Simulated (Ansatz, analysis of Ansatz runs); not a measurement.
# Migration in YScO3 (Pnma): V_O hop (2.8 Å), charge +2, part 3 of 4

Aim: the barrier of one jump in YScO3 (Pnma) at charge +2: V_O hop (2.8 Å). The model is a cell of 40 host atoms with 1 O taken out; O is the atom that moves.

Ansatz 0.2.0; plane-wave PAW DFT, LDA; nudged elastic band between two relaxed defect structures at fixed charge in a uniform background.

So far: The structure; Relaxation of the start point, charge +2; Relaxation of the end point, charge +2.

**4. Nudged elastic band, charge +2**

5 movable images are laid between the ends on a pair-potential path, which keeps atoms from colliding in the first guess. Each image feels the true force across the path and a spring force along it. The highest image is set to climb to the top of the path.

This step: plane-wave PAW DFT, LDA; nudged elastic band between two relaxed defect structures at fixed charge in a uniform background.

Input file qp2.neb/input.yaml:

```yaml
crystal:
  lattice:
    - [0.0, 7.77564712, 5.34161922]
    - [5.64134763, 0.0, 5.34161922]
    - [5.64134763, 7.77564712, 0.0]
  atoms:
    - { symbol: "Y", position: [0.40751533, 0.56573681, 0.37082599] }
    - { symbol: "Y", position: [0.87912295, 0.09418153, 0.84235085] }
    - { symbol: "Y", position: [0.07932118, 0.391627, 0.17044858] }
    - { symbol: "Y", position: [0.58716437, 0.89058291, 0.66275407] }
    - { symbol: "Y", position: [0.41784522, 0.09407209, 0.35643041] }
    - { symbol: "Y", position: [0.89364855, 0.61846313, 0.83188598] }
    - { symbol: "Y", position: [0.11082637, 0.91872094, 0.13911687] }
    - { symbol: "Y", position: [0.60606551, 0.44062778, 0.64376381] }
    - { symbol: Sc, position: [0.21773435, 0.25352266, 0.75490924] }
    - { symbol: Sc, position: [0.76095996, 0.75391584, 0.24134965] }
    - { symbol: Sc, position: [0.00562694, -0.00230655, 0.49210358] }
    - { symbol: Sc, position: [0.48981849, 0.49932707, 0.01043467] }
    - { symbol: Sc, position: [0.2394384, 0.74967559, 0.76014672] }
    - { symbol: Sc, position: [0.75772007, 0.24553822, 0.24414771] }
    - { symbol: Sc, position: [0.0085584, 0.5062938, 0.48886087] }
    - { symbol: Sc, position: [0.49501029, -0.02371235, 0.03215657] }
    - { symbol: O, position: [0.97343386, 0.66166571, 0.27641621] }
    - { symbol: O, position: [0.41863467, 0.79410702, 0.0020814] }
    - { symbol: O, position: [0.91252355, 0.28433361, 0.52020069] }
    - { symbol: O, position: [0.24764242, 0.96494818, 0.83128939] }
    - { symbol: O, position: [0.72956141, 0.46720185, 0.33736639] }
    - { symbol: O, position: [0.29315749, 0.39862773, 0.29891046] }
    - { symbol: O, position: [0.76062114, 0.92766405, 0.77301832] }
    - { symbol: O, position: [0.47685629, 0.21143471, 0.48927579] }
    - { symbol: O, position: [0.95101148, 0.74068636, 0.95680919] }
    - { symbol: O, position: [0.15578101, 0.96872039, 0.59356424] }
    - { symbol: O, position: [0.65640208, 0.46825747, 0.09399389] }
    - { symbol: O, position: [0.32989162, 0.54048604, 0.91999654] }
    - { symbol: O, position: [0.84483845, 0.02294075, 0.40500266] }
    - { symbol: O, position: [0.21574656, 0.08741217, 0.20460675] }
    - { symbol: O, position: [0.72009717, 0.5906447, 0.71345229] }
    - { symbol: O, position: [0.04524817, 0.25776282, 0.0341722] }
    - { symbol: O, position: [0.53642854, 0.7742893, 0.52981887] }
    - { symbol: O, position: [0.10067922, 0.70744044, 0.48912641] }
    - { symbol: O, position: [0.57910298, 0.23021948, 0.94661341] }
    - { symbol: O, position: [0.30305774, 0.50610311, 0.67091988] }
    - { symbol: O, position: [0.76056327, 0.04743095, 0.14919468] }
    - { symbol: O, position: [0.01676309, 0.34368015, 0.72458616] }
    - { symbol: O, position: [0.5252242, 0.83511668, 0.23320507] }
total_charge: 2
basis:
  ecutwfc: 420
  xc_grid: 2
hamiltonian:
  xc: lda
kpoints:
  mp_grid: { grid: [1, 1, 1] }
scf:
  occupations: { method: fixed }
  max_iter: 100
output:
  forces: true
neb:
  images: 5
  f_tol: 0.03
  climbing: true
  initial_path: idpp
  max_iterations: 45
  order_check: true
  final_atoms:
    - { symbol: "Y", position: [0.38789029, 0.5761313, 0.36950708] }
    - { symbol: "Y", position: [0.90719492, 0.0840629, 0.84626982] }
    - { symbol: "Y", position: [0.07872072, 0.3872381, 0.17557353] }
    - { symbol: "Y", position: [0.59722369, 0.90970307, 0.64288859] }
    - { symbol: "Y", position: [0.41130787, 0.09017044, 0.35217454] }
    - { symbol: "Y", position: [0.91946242, 0.60309891, 0.83041114] }
    - { symbol: "Y", position: [0.0649123, 0.92923811, 0.15814463] }
    - { symbol: "Y", position: [0.60223557, 0.42237698, 0.6378024] }
    - { symbol: Sc, position: [0.25353106, 0.24779521, 0.7560326] }
    - { symbol: Sc, position: [0.74906976, 0.75020741, 0.24150191] }
    - { symbol: Sc, position: [-0.00425225, -0.00429389, 0.50256818] }
    - { symbol: Sc, position: [0.50925825, 0.47138535, -0.00229446] }
    - { symbol: Sc, position: [0.25210904, 0.74523998, 0.75810672] }
    - { symbol: Sc, position: [0.74514144, 0.26843816, 0.23959378] }
    - { symbol: Sc, position: [-0.00425388, 0.498579, 0.50299941] }
    - { symbol: Sc, position: [0.50501319, 0.01489623, -0.00409624] }
    - { symbol: O, position: [0.96167623, 0.65687255, 0.28669554] }
    - { symbol: O, position: [0.47340335, 1.16054925, -0.21811171] }
    - { symbol: O, position: [0.90700058, 0.27459569, 0.5325776] }
    - { symbol: O, position: [0.25696273, 0.94899412, 0.84766861] }
    - { symbol: O, position: [0.73492114, 0.4670903, 0.33470371] }
    - { symbol: O, position: [0.28281089, 0.41540758, 0.28151934] }
    - { symbol: O, position: [0.7581374, 0.89225819, 0.7808989] }
[... 8 lines left out ...]
    - { symbol: O, position: [0.02991771, 0.2946499, 0.02445243] }
    - { symbol: O, position: [0.52774055, 0.80010787, 0.51688706] }
    - { symbol: O, position: [0.0877237, 0.70915513, 0.48967792] }
    - { symbol: O, position: [0.59682772, 0.20421992, 0.98783355] }
    - { symbol: O, position: [0.29500109, 0.52749635, 0.65799709] }
    - { symbol: O, position: [0.80333481, 0.03162862, 0.14828579] }
    - { symbol: O, position: [0.03949055, 0.33612219, 0.71612612] }
    - { symbol: O, position: [0.5279808, 0.83852522, 0.21536811] }
```

The run is started by

```console
$ ansatz run input.yaml --threads 4 --pin off --max-ram 7536MiB --backend cpu --events-out ev --progress --plain --runs-dir out
```

Numbers of over 12 decimals in the logs are rounded to 6 here.

What it wrote:

```text
[...]
Warning: neb: disabling space-group detection — the band's intermediate images generally break the endpoint symmetry, so no spatial operation reduces the k-mesh or symmetrises the density, except that a semilocal band can use its path's symmetry ahead of [...]
[...]
parallel-image band execution: 4 concurrent image workers
NEB image 0
Crystal: 39 atoms, lattice volume = 468.622 Å³
Basis set: ecut = 420 eV, 9099 PW (Γ), exchange–correlation on 128×108×144 points (8 copies of the dense FFT grid, shifted against one another)
Bands: 195, of which v1, the nominal top of the filled ones, is band 156 counted from 1 (155 counted from 0)
Symmetry: 1 space group operations
k-points: 1
[...]
SCF iter   1: F=—  HF=-59555.292622 eV  |F-HF|=—  |Δ(HF+E_count)|=         —  Δρ=1.10e-2  dr2=9.47e-1  ethr=1.77e-3  ⟨swp⟩=5.0  Hψ=619  notcnv=0  defer=35
[...]
SCF iter  10: F=-59555.025647 eV  HF=-59555.025647 eV  |F-HF|=9.50e-9  |Δ(HF+E_count)|=   2.73e-8  Δρ=1.95e-6  dr2=1.70e-8  ethr=3.21e-11  ⟨swp⟩=4.0  Hψ=551  notcnv=0
SCF 1 converged in 10 iterations: F = -59555.025647 eV  dr2 = 1.70e-8
[...]
NSCF: frozen V_eff on 1 k-points
NEB image 6
SCF iter   1: F=—  HF=-59555.098814 eV  |F-HF|=—  |Δ(HF+E_count)|=         —  Δρ=1.09e-2  dr2=1.00e0  ethr=1.77e-3  ⟨swp⟩=5.0  Hψ=618  notcnv=0  defer=37
[...]
SCF iter  10: F=-59554.807887 eV  HF=-59554.807887 eV  |F-HF|=5.75e-9  |Δ(HF+E_count)|=   4.54e-8  Δρ=2.24e-6  dr2=2.51e-8  ethr=3.21e-11  ⟨swp⟩=2.0  Hψ=598  notcnv=0
SCF 2 converged in 10 iterations: F = -59554.807887 eV  dr2 = 2.51e-8
[...]
NEB end point (image 0): max|allowed force component| = 1.237e-2 eV/Å (the criterion of neb.relax_end_points is 1.000e-2)
NEB end point (image 6): max|allowed force component| = 1.264e-2 eV/Å (the criterion of neb.relax_end_points is 1.000e-2)
NEB image 1
SCF iter   1: F=—  HF=-59554.428709 eV  |F-HF|=—  |Δ(HF+E_count)|=         —  Δρ=1.09e-2  dr2=8.98e-1  ethr=1.77e-3  ⟨swp⟩=5.0  Hψ=616  notcnv=0  defer=37
[...]
SCF iter  10: F=-59554.174512 eV  HF=-59554.174512 eV  |F-HF|=3.97e-9  |Δ(HF+E_count)|=   5.86e-8  Δρ=2.04e-6  dr2=1.92e-8  ethr=3.21e-11  ⟨swp⟩=3.0  Hψ=503  notcnv=0
SCF 3 converged in 10 iterations: F = -59554.174512 eV  dr2 = 1.92e-8
NEB image 2
SCF iter   1: F=—  HF=-59552.877057 eV  |F-HF|=—  |Δ(HF+E_count)|=         —  Δρ=1.07e-2  dr2=7.82e-1  ethr=1.77e-3  ⟨swp⟩=4.0  Hψ=616  notcnv=0  defer=37
[...]
SCF iter  10: F=-59552.652724 eV  HF=-59552.652724 eV  |F-HF|=6.77e-9  |Δ(HF+E_count)|=   4.63e-8  Δρ=2.32e-6  dr2=2.62e-8  ethr=3.21e-11  ⟨swp⟩=4.0  Hψ=504  notcnv=0
SCF 4 converged in 10 iterations: F = -59552.652724 eV  dr2 = 2.62e-8
NEB image 3
SCF iter   1: F=—  HF=-59552.007074 eV  |F-HF|=—  |Δ(HF+E_count)|=         —  Δρ=1.05e-2  dr2=7.44e-1  ethr=1.77e-3  ⟨swp⟩=4.0  Hψ=616  notcnv=0  defer=37
[...]
SCF iter  10: F=-59551.788788 eV  HF=-59551.788788 eV  |F-HF|=8.58e-9  |Δ(HF+E_count)|=   3.11e-8  Δρ=2.36e-6  dr2=2.71e-8  ethr=3.21e-11  ⟨swp⟩=4.0  Hψ=509  notcnv=0
SCF 5 converged in 10 iterations: F = -59551.788788 eV  dr2 = 2.71e-8
NEB image 4
SCF iter   1: F=—  HF=-59552.660869 eV  |F-HF|=—  |Δ(HF+E_count)|=         —  Δρ=1.08e-2  dr2=9.23e-1  ethr=1.77e-3  ⟨swp⟩=4.0  Hψ=617  notcnv=0  defer=37
[...]
SCF iter  10: F=-59552.387561 eV  HF=-59552.387561 eV  |F-HF|=3.60e-9  |Δ(HF+E_count)|=   6.89e-8  Δρ=2.42e-6  dr2=3.01e-8  ethr=3.21e-11  ⟨swp⟩=4.0  Hψ=512  notcnv=0
SCF 6 converged in 10 iterations: F = -59552.387561 eV  dr2 = 3.01e-8
NEB image 5
SCF iter   1: F=—  HF=-59554.177818 eV  |F-HF|=—  |Δ(HF+E_count)|=         —  Δρ=1.10e-2  dr2=1.05e0  ethr=1.77e-3  ⟨swp⟩=5.0  Hψ=618  notcnv=0  defer=37
[...]
SCF iter  10: F=-59553.869212 eV  HF=-59553.869212 eV  |F-HF|=6.89e-9  |Δ(HF+E_count)|=   1.82e-8  Δρ=2.26e-6  dr2=2.57e-8  ethr=3.21e-11  ⟨swp⟩=4.0  Hψ=560  notcnv=0
SCF 7 converged in 10 iterations: F = -59553.869212 eV  dr2 = 2.57e-8
NEB iter   1: max|band force component| = 3.694e0 eV/Å  barrier→ = 3.2369 eV  barrier← = 3.0191 eV  Δτ_max = 0.2000 Å  (70 SCF iters)
NEB image 1
[...]
SCF iter   9: F=-59554.547158 eV  HF=-59554.547158 eV  |F-HF|=3.49e-8  |Δ(HF+E_count)|=   3.07e-9  Δρ=3.57e-6  dr2=5.16e-8  ethr=3.21e-11  ⟨swp⟩=4.0  Hψ=556  notcnv=0
SCF 8 converged in 9 iterations: F = -59554.547158 eV  dr2 = 5.16e-8
NEB image 2
[...]
SCF iter   9: F=-59553.726362 eV  HF=-59553.726362 eV  |F-HF|=5.53e-8  |Δ(HF+E_count)|=   1.42e-8  Δρ=4.23e-6  dr2=7.32e-8  ethr=3.21e-11  ⟨swp⟩=4.0  Hψ=560  notcnv=0
SCF 9 converged in 9 iterations: F = -59553.726362 eV  dr2 = 7.32e-8
NEB image 3
[...]
SCF iter   9: F=-59553.215747 eV  HF=-59553.215747 eV  |F-HF|=4.15e-8  |Δ(HF+E_count)|=   1.34e-8  Δρ=3.79e-6  dr2=5.61e-8  ethr=3.21e-11  ⟨swp⟩=4.0  Hψ=560  notcnv=0
SCF 10 converged in 9 iterations: F = -59553.215747 eV  dr2 = 5.61e-8
NEB image 4
[...]
SCF iter   9: F=-59553.516139 eV  HF=-59553.516139 eV  |F-HF|=5.09e-8  |Δ(HF+E_count)|=   1.46e-8  Δρ=4.15e-6  dr2=6.95e-8  ethr=3.21e-11  ⟨swp⟩=4.0  Hψ=560  notcnv=0
SCF 11 converged in 9 iterations: F = -59553.516139 eV  dr2 = 6.95e-8
NEB image 5
[...]
SCF iter   9: F=-59554.334309 eV  HF=-59554.334309 eV  |F-HF|=7.32e-8  |Δ(HF+E_count)|=   3.07e-8  Δρ=4.89e-6  dr2=9.75e-8  ethr=3.21e-11  ⟨swp⟩=4.0  Hψ=560  notcnv=0
SCF 12 converged in 9 iterations: F = -59554.334309 eV  dr2 = 9.75e-8
NEB iter   2: max|band force component| = 2.451e0 eV/Å  barrier→ = 1.8099 eV  barrier← = 1.5921 eV  Δτ_max = 0.1971 Å  (45 SCF iters)
NEB image 1
[...]
SCF iter   8: F=-59554.672247 eV  HF=-59554.672247 eV  |F-HF|=8.96e-9  |Δ(HF+E_count)|=   4.47e-8  Δρ=2.15e-6  dr2=2.24e-8  ethr=3.21e-11  ⟨swp⟩=3.0  Hψ=511  notcnv=0
SCF 13 converged in 8 iterations: F = -59554.672247 eV  dr2 = 2.24e-8
NEB image 2
[...]
SCF iter   8: F=-59554.034136 eV  HF=-59554.034136 eV  |F-HF|=3.74e-9  |Δ(HF+E_count)|=   3.02e-8  Δρ=3.28e-6  dr2=5.61e-8  ethr=3.21e-11  ⟨swp⟩=2.0  Hψ=590  notcnv=0
SCF 14 converged in 8 iterations: F = -59554.034136 eV  dr2 = 5.61e-8
NEB image 3
[...]
SCF iter   8: F=-59553.804907 eV  HF=-59553.804907 eV  |F-HF|=7.28e-9  |Δ(HF+E_count)|=   1.00e-7  Δρ=3.95e-6  dr2=7.91e-8  ethr=3.21e-11  ⟨swp⟩=2.0  Hψ=590  notcnv=0
SCF 15 converged in 8 iterations: F = -59553.804907 eV  dr2 = 7.91e-8
NEB image 4
[...]
NEB point between images 1 and 2
[...]
SCF iter   8: F=-59554.733811 eV  HF=-59554.733811 eV  |F-HF|=1.30e-8  |Δ(HF+E_count)|=   4.53e-8  Δρ=2.65e-6  dr2=3.28e-8  ethr=3.21e-11  ⟨swp⟩=4.0  Hψ=555  notcnv=0
SCF 164 converged in 8 iterations: F = -59554.733811 eV  dr2 = 3.28e-8
NEB point between images 1 and 2
[...]
SCF iter   9: F=-59554.569729 eV  HF=-59554.569729 eV  |F-HF|=5.68e-8  |Δ(HF+E_count)|=  6.18e-10  Δρ=4.68e-6  dr2=8.63e-8  ethr=3.21e-11  ⟨swp⟩=4.0  Hψ=584  notcnv=0
SCF 165 converged in 9 iterations: F = -59554.569729 eV  dr2 = 8.63e-8
NEB point between images 2 and 3
[...]
SCF iter   8: F=-59554.412507 eV  HF=-59554.412507 eV  |F-HF|=8.12e-9  |Δ(HF+E_count)|=   1.18e-7  Δρ=2.66e-6  dr2=3.31e-8  ethr=3.21e-11  ⟨swp⟩=4.0  Hψ=555  notcnv=0
SCF 166 converged in 8 iterations: F = -59554.412507 eV  dr2 = 3.31e-8
NEB point between images 2 and 3
[...]
SCF iter   9: F=-59554.308470 eV  HF=-59554.308471 eV  |F-HF|=6.42e-8  |Δ(HF+E_count)|=   4.40e-8  Δρ=4.66e-6  dr2=8.57e-8  ethr=3.21e-11  ⟨swp⟩=4.0  Hψ=553  notcnv=0
SCF 167 converged in 9 iterations: F = -59554.308470 eV  dr2 = 8.57e-8
NEB point between images 3 and 4
[...]
SCF iter   8: F=-59554.296591 eV  HF=-59554.296591 eV  |F-HF|=6.98e-10  |Δ(HF+E_count)|=   1.20e-7  Δρ=3.32e-6  dr2=5.12e-8  ethr=3.21e-11  ⟨swp⟩=4.0  Hψ=559  notcnv=0
SCF 168 converged in 8 iterations: F = -59554.296591 eV  dr2 = 5.12e-8
NEB point between images 3 and 4
[...]
SCF iter  10: F=-59554.332850 eV  HF=-59554.332850 eV  |F-HF|=1.67e-10  |Δ(HF+E_count)|=   7.96e-8  Δρ=1.79e-6  dr2=1.50e-8  ethr=3.21e-11  ⟨swp⟩=2.0  Hψ=593  notcnv=0
SCF 169 converged in 10 iterations: F = -59554.332850 eV  dr2 = 1.50e-8
NEB point between images 4 and 5
[...]
SCF iter   8: F=-59554.309547 eV  HF=-59554.309547 eV  |F-HF|=1.45e-8  |Δ(HF+E_count)|=   1.14e-7  Δρ=3.32e-6  dr2=5.27e-8  ethr=3.21e-11  ⟨swp⟩=4.0  Hψ=552  notcnv=0
SCF 170 converged in 8 iterations: F = -59554.309547 eV  dr2 = 5.27e-8
NEB point between images 4 and 5
[...]
SCF iter  10: F=-59554.393752 eV  HF=-59554.393752 eV  |F-HF|=4.96e-9  |Δ(HF+E_count)|=   7.51e-8  Δρ=2.21e-6  dr2=2.36e-8  ethr=3.21e-11  ⟨swp⟩=2.0  Hψ=585  notcnv=0
SCF 171 converged in 10 iterations: F = -59554.393752 eV  dr2 = 2.36e-8
NEB point between images 5 and 6
[...]
SCF iter   8: F=-59554.591144 eV  HF=-59554.591144 eV  |F-HF|=2.86e-9  |Δ(HF+E_count)|=   2.26e-8  Δρ=2.05e-6  dr2=2.00e-8  ethr=3.21e-11  ⟨swp⟩=4.0  Hψ=504  notcnv=0
SCF 172 converged in 8 iterations: F = -59554.591144 eV  dr2 = 2.00e-8
NEB point between images 5 and 6
[...]
SCF iter  10: F=-59554.754452 eV  HF=-59554.754452 eV  |F-HF|=3.78e-10  |Δ(HF+E_count)|=   3.14e-8  Δρ=1.10e-6  dr2=5.11e-9  ethr=3.21e-11  ⟨swp⟩=2.0  Hψ=543  notcnv=0
SCF 173 converged in 10 iterations: F = -59554.754452 eV  dr2 = 5.11e-9
NEB iter  26: max|band force component| = 1.598e-2 eV/Å  barrier→ = 0.7270 eV  barrier← = 0.5092 eV  CI = image 3  Δτ_max = 0.0000 Å  (406 SCF iters)
SCF converged after 5 iterations
Free energy (F): -59554.298660 eV
[...]
Internal energy: -59554.298660 eV  (E = F + TS)
E sigma→0 (E₀):  -59554.298660 eV
Fermi energy:    9.523587 eV
[...]
--- Forces (eV/Å), atoms counted from 1 ---
  atom   1  Y      0.00022004    -0.00018813    -0.00267881
  atom   2  Y     -0.00119171     0.00201374    -0.00131594
  [... 1 atom left out ...]
  atom   4  Y     -0.00344551    -0.00182665    -0.00142164
  [... 2 atoms left out ...]
  atom   7  Y     -0.00316870    -0.00182531    -0.00723483
  [... 1 atom left out ...]
  atom   9  Sc     0.00321546    -0.00074753     0.00013124
  [... 6 atoms left out ...]
  atom  16  Sc     0.00220519    -0.00216650    -0.00448646
  [... 1 atom left out ...]
  atom  18  O      0.00336807     0.00312172     0.00241638
  [... 1 atom left out ...]
  atom  20  O      0.00126365     0.00003716     0.00058901
  [... 2 atoms left out ...]
  atom  23  O     -0.00267265     0.00094917     0.00080111
  [... 6 atoms left out ...]
  atom  30  O      0.00271374     0.00407865     0.00371045
  [... 1 atom left out ...]
  atom  32  O     -0.00165574     0.00021541     0.00090309
  [... 2 atoms left out ...]
  atom  35  O     -0.00126396    -0.00389285     0.00422854
  [... 4 atoms left out ...]
  max |Σ_I F_I| component: 3.24e-5 eV/Å
--- Band table (eV) ---
[...]
this run last wrote the band of iteration 26 to <dir>
--- NEB band (7 images, 26 band iterations, 1307 SCF iterations) ---
  forward barrier  = 0.726987 eV
  backward barrier = 0.509227 eV
  climbing image's point = a first-order saddle point (lowest curvatures found: -0.96 and 0.57 eV/Å²)
  energies are F+E_penalty+E_count in eV, relative to image 0
  image     s (Å)  Δ vs image 0  max|band force component| (eV/Å)
      0    0.0000      0.000000                                 —
      1    0.6247      0.209851                          1.598e-2
      2    1.2494      0.528746                          9.803e-3
  *   3    1.8740      0.726987                          7.141e-3
      4    2.7561      0.685149                          1.547e-2
      5    3.6381      0.504773                          6.916e-3
      6    4.5202      0.217760                                 —
  saddle-point geometry (image 3):
  cell:  # Å, volume = 468.6216 Å³
    - [0.0, 7.77564712, 5.34161922]
    - [5.64134763, 0.0, 5.34161922]
    - [5.64134763, 7.77564712, 0.0]
  atoms:
    - { symbol: Y, position: [0.402282, 0.566474, 0.377143] }
    - { symbol: Y, position: [0.900927, 0.086096, 0.841524] }
    - { symbol: Y, position: [0.075735, 0.402856, 0.165983] }
    - { symbol: Y, position: [0.623253, 0.896562, 0.625106] }
    - { symbol: Y, position: [0.412989, 0.096078, 0.347146] }
    - { symbol: Y, position: [0.918702, 0.612360, 0.819708] }
    - { symbol: Y, position: [0.099368, 0.925895, 0.141388] }
    - { symbol: Y, position: [0.613339, 0.445646, 0.635556] }
    - { symbol: Sc, position: [0.231025, 0.231521, 0.759398] }
    - { symbol: Sc, position: [0.753723, 0.754440, 0.237919] }
    - { symbol: Sc, position: [0.015534, 0.004610, 0.486122] }
    - { symbol: Sc, position: [0.510222, 0.481689, -0.002078] }
    - { symbol: Sc, position: [0.242559, 0.748468, 0.761999] }
    - { symbol: Sc, position: [0.755169, 0.257821, 0.235370] }
    - { symbol: Sc, position: [0.014798, 0.501626, 0.486983] }
    - { symbol: Sc, position: [0.505316, -0.006280, 0.010632] }
    - { symbol: O, position: [0.956343, 0.666827, 0.289803] }
    - { symbol: O, position: [0.404277, 0.945646, -0.092195] }
    - { symbol: O, position: [0.911624, 0.290448, 0.518339] }
    - { symbol: O, position: [0.139759, 0.975872, 0.874960] }
    - { symbol: O, position: [0.707685, 0.467989, 0.350961] }
    - { symbol: O, position: [0.301910, 0.414378, 0.289128] }
    - { symbol: O, position: [0.781660, 0.921105, 0.774111] }
    - { symbol: O, position: [0.478138, 0.193147, 0.495961] }
    - { symbol: O, position: [0.960005, 0.698114, 0.976213] }
    - { symbol: O, position: [0.162129, 0.956084, 0.591164] }
    - { symbol: O, position: [0.659497, 0.482598, 0.086058] }
    - { symbol: O, position: [0.338268, 0.544353, 0.919080] }
    - { symbol: O, position: [0.859331, 0.045544, 0.391158] }
    - { symbol: O, position: [0.231847, 0.112821, 0.209947] }
    - { symbol: O, position: [0.725384, 0.594849, 0.714720] }
    - { symbol: O, position: [0.040852, 0.259470, 0.037800] }
    - { symbol: O, position: [0.531442, 0.767660, 0.535894] }
    - { symbol: O, position: [0.106419, 0.720538, 0.465988] }
    - { symbol: O, position: [0.594349, 0.227157, 0.952123] }
    - { symbol: O, position: [0.274451, 0.510311, 0.681529] }
    - { symbol: O, position: [0.744831, 0.045252, 0.166940] }
    - { symbol: O, position: [0.036397, 0.342355, 0.710231] }
    - { symbol: O, position: [0.524714, 0.834950, 0.223189] }
```

The job ended after 7.5 min (4 threads of Arm Neoverse V1, shared host; peak memory 1.7 GiB; 21 min of CPU time).

In the SCF lines HF is the Harris–Foulkes energy and dr2 the Hartree energy of the density residual, in eV; the loop may stop once dr2 is under the threshold and the program's other checks hold. Hψ counts applications of the Hamiltonian.

The path, image by image:

| image | path (Å) | energy (eV) | O18: x, y, z (Å) |
| --- | --- | --- | --- |
| 0 | 0.000 | 0.0000 | 4.492, 3.271, 6.478 |
| 1 | 0.625 | 0.2099 | 4.485, 3.096, 6.617 |
| 2 | 1.249 | 0.5287 | 4.589, 2.801, 6.859 |
| 3 | 1.874 | 0.7270 | 4.815, 2.427, 7.211 |
| 4 | 2.756 | 0.6851 | 5.110, 2.078, 7.745 |
| 5 | 3.638 | 0.5048 | 5.265, 1.996, 8.414 |
| 6 | 4.520 | 0.2178 | 5.317, 1.985, 8.728 |

Read from the output:

```
free energy      : -59554.2987 eV
barrier forward  : 0.7270 eV
barrier backward : 0.5092 eV
end less start   : 0.2178 eV
hop length       : 2.720 Å
```

Track of the atom that was set to move:

| image | x (Å) | y (Å) | z (Å) | nearest neighbour | distance (Å) |
| --- | --- | --- | --- | --- | --- |
| 0 | 4.492 | 3.271 | 6.478 | Sc | 2.007 |
| 1 | 4.485 | 3.096 | 6.617 | Sc | 2.013 |
| 2 | 4.589 | 2.801 | 6.859 | Sc | 1.982 |
| 3 | 4.815 | 2.427 | 7.211 | Sc | 1.968 |
| 4 | 5.11 | 2.078 | 7.745 | Sc | 2.013 |
| 5 | 5.265 | 1.996 | 8.414 | Sc | 2.036 |
| 6 | 5.317 | 1.985 | 8.728 | Sc | 2.041 |

The band met its tolerance of 0.03 eV/Å after 26 iterations, with image 3 on top (the start counts as 0). O18, which moves farthest between the ends, has 2 Sc at 2.01 to 2.10 Å and 1 Y at 2.21 Å nearest at the start and 1 Sc at 1.97 Å and 2 Y at 2.14 to 2.18 Å at the top.

(Part 3 of 4 ends here.)

[Logs are printed without paths, hosts, clocks, repeated set-up lines and the standing remarks that a program may print on its own settings, such as how far it seeks lower states.]

[Hosts, paths, dates, database ids (printed as entryN), source tags and the programs' standing remarks are cut or masked in the printed files.]
